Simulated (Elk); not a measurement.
# Collinear magnetic orders of GdPd3 with Elk

A self-consistent run ends on one state, which hangs on the start. Several orders of GdPd3 are started in Elk and their energies compared.

Calculated with Elk 11.2.3 (patched build); PBEsol; all-electron APW+lo, Dirac cores, scalar-relativistic bands.

Report form: the programs' logs are mostly left out.

The database entry behind the starting cell differs from later determinations by our own check (about 0.3 % short), so it need not match the best structure at ambient conditions.

**1. Starting point**

It takes space group Pm-3m (No. 221, cubic). The conventional cell has a = 4.080 Å, b = 4.080 Å, c = 4.080 Å, α = 90.00°, β = 90.00°, γ = 90.00°. Nearest to Gd lie 12 Pd at 2.88 Å. Nearest to Pd lie 4 Gd at 2.88 Å and 8 Pd at 2.88 Å. Farther neighbours are not listed.

**2. Run 1 (ferro +)**

The parallel start comes first: it fits the smallest cell, keeps the most symmetry and shows whether parallel moments form.

Moments are seeded by fields in the spheres (the last three columns under atoms), set against the wanted direction and reduced each loop.

File elk.in:

```
tasks
  0
  33
  73

xctype
  22

reducebf
  0.6

epsengy
  1e-05

maxscl
  100

rgkmax
  7.0

nempty
  8

swidth
  0.003

lmaxi
  3

spinpol
  .true.

sppath
  './'

avec
  7.71008258847 0.00000000000 0.00000000000
  0.00000000000 7.71008258847 0.00000000000
  0.00000000000 0.00000000000 7.71008258847

atoms
  2
  'Gd.in'
  1
  0.0000000000 0.0000000000 0.0000000000   0.000000 0.000000 -0.500000
  'Pd.in'
  3
  0.0000000000 0.5000000000 0.5000000000   0.000000 0.000000 0.000000
  0.5000000000 0.0000000000 0.5000000000   0.000000 0.000000 0.000000
  0.5000000000 0.5000000000 0.0000000000   0.000000 0.000000 0.000000

ngridk
  6 6 6

plot3d
  0 0 0
  1 0 0
  0 1 0
  0 0 1
  21 21 21
```

The run is started by

```sh
> OMP_NUM_THREADS=8 elk
```

Elapsed: 78 s, on 8 threads of Arm Neoverse V2, shared host; peak memory 1 GiB.

Spin moment in the muffin-tin sphere by atom:

```
atom  spin moment in the muffin-tin sphere (μB)
 Gd1                                      -6.98
 Pd2                                      -0.02
 Pd3                                      -0.02
 Pd4                                      -0.02
```

This step gave:

| Property | Result |
| --- | --- |
| density of states at the Fermi level | 2.631 states/eV/cell |
| moment between the spheres | -0.08803 μB |
| magnetization | -7.138 μB |
| final state | ferromagnetic |

The seeded moments ended reversed as a whole, which leaves the pattern as it was.

After 27 cycles the largest moment stands at 6.98 μB.

**3. Run 2 (antiferro q=(0,1/2,1/2) +-)**

An opposed order shows whether the pairs that it reverses prefer unlike signs.

The cell is doubled to 8 atoms to hold this order. Its mesh is chosen so that both cells sample the same points.

File elk.in:

```
tasks
  0

xctype
  22

reducebf
  0.6

epsengy
  1e-05

maxscl
  100

rgkmax
  7.0

nempty
  8

swidth
  0.003

lmaxi
  3

spinpol
  .true.

sppath
  './'

avec
  7.71008258847 0.00000000000 0.00000000000
  0.00000000000 15.42016517695 0.00000000000
  0.00000000000 7.71008258847 7.71008258847

atoms
  2
  'Gd.in'
  2
  0.0000000000 0.0000000000 0.0000000000   0.000000 0.000000 -0.500000
  0.0000000000 0.5000000000 0.0000000000   0.000000 0.000000 0.500000
  'Pd.in'
  6
  0.0000000000 0.0000000000 0.5000000000   0.000000 0.000000 0.000000
  0.0000000000 0.5000000000 0.5000000000   0.000000 0.000000 0.000000
  0.5000000000 0.7500000000 0.5000000000   0.000000 0.000000 0.000000
  0.5000000000 0.2500000000 0.5000000000   0.000000 0.000000 0.000000
  0.5000000000 0.2500000000 0.0000000000   0.000000 0.000000 0.000000
  0.5000000000 0.7500000000 0.0000000000   0.000000 0.000000 0.000000

ngridk
  6 3 6
```

The run is started by

```sh
> OMP_NUM_THREADS=8 elk
```

Elapsed: 7.8 min, on 8 threads; peak memory 1.7 GiB; 59 min of CPU time.

Spin moment in the muffin-tin sphere by atom:

```
atom  spin moment in the muffin-tin sphere (μB)
 Gd1                                      -6.97
 Gd2                                       6.97
 Pd3                                       0.00
 Pd4                                       0.00
 Pd5                                       0.00
 Pd6                                       0.00
 Pd7                                       0.00
 Pd8                                       0.00
```

Numbers from this step:

```
density of states at the Fermi level : 5.469 states/eV/cell
moment between the spheres           : 0 μB
magnetization                        : 0 μB
final state                          : antiferromagnetic
```

The seeded moments ended reversed as a whole, which leaves the pattern as it was.

It lies 0.743 meV a seeded atom over the first start, and its largest moment is 6.97 μB against 6.98 μB.

**4. Start 3: no spin polarisation**

This run holds no moments, which gives a state to set the others against.

File elk.in:

```
tasks
  0

xctype
  22

epsengy
  1e-05

maxscl
  100

rgkmax
  7.0

nempty
  8

swidth
  0.003

lmaxi
  3

sppath
  './'

avec
  7.71008258847 0.00000000000 0.00000000000
  0.00000000000 7.71008258847 0.00000000000
  0.00000000000 0.00000000000 7.71008258847

atoms
  2
  'Gd.in'
  1
  0.0000000000 0.0000000000 0.0000000000   0.000000 0.000000 0.000000
  'Pd.in'
  3
  0.0000000000 0.5000000000 0.5000000000   0.000000 0.000000 0.000000
  0.5000000000 0.0000000000 0.5000000000   0.000000 0.000000 0.000000
  0.5000000000 0.5000000000 0.0000000000   0.000000 0.000000 0.000000

ngridk
  6 6 6
```

The run is started by

```sh
> OMP_NUM_THREADS=8 elk
```

Wall time 11 s (8 threads); peak memory 0.35 GiB.

Read from the output:

- density of states at the Fermi level: 36.26 states/eV/cell
- final state: non-magnetic (no spin polarisation)

It lies 7400 meV a seeded atom over the first start.

**5. The states side by side**

These are free energies at a smearing of 0.0816 eV, so its entropy term is in the differences. They are divided by the number of seeded atoms, so that cells of unlike size compare. Wavevectors q in the names are fractions of the reciprocal vectors of the first run's cell.

Orders:

```
                     start        final state  typed order kept  energy over the lowest (meV a seeded atom)  largest sphere moment (μB)  net moment (μB a primitive cell)  DOS at the Fermi level (states/eV a primitive cell)  mesh matched  CPU time (s)
                   ferro +      ferromagnetic               yes                                           0                        6.98                             7.138                                                2.631           yes           488
antiferro q=(0,1/2,1/2) +-  antiferromagnetic               yes                                      0.7425                       6.965                                 0                                                2.734           yes          3521
      no spin polarisation       non-magnetic                 -                                        7400                           0                                 0                                                36.26           yes         59.53
```

**6. Results**

```yaml
lowest_state_found: ferromagnetic (typed ferro +)
largest_site_moment: 6.98 μB
next_state: antiferromagnetic, 0.743 meV a seeded atom higher
energy_gained_by_spin_polarisation: 7400 meV a seeded atom
```

The lowest state found is ferromagnetic, reached from the start ferro +, with moments up to 6.98 μB. The two lowest states lie so close that the mesh, the functional or spin–orbit coupling could swap them. Forming the largest moments gains far more than ordering them, so they should outlast the ordering temperature. This is the lowest of 3 finished starts, no proof of the ground state. The f shell is half filled, so the spin-only picture is fair.

[Logs and program files are shortened in this print: banners, set-up blocks, solver, clock and traceback lines can be left out without a mark of their own.]

[Logs are printed without paths, hosts, clocks, repeated set-up lines and the standing remarks that a program may print on its own settings, such as how far it seeks lower states.]

[Hosts, paths, dates, database ids (printed as entryN), source tags and the programs' standing remarks are cut or masked in the printed files.]

[Where a cell is said to come from a database of computed structures, the database is the Materials Project.]
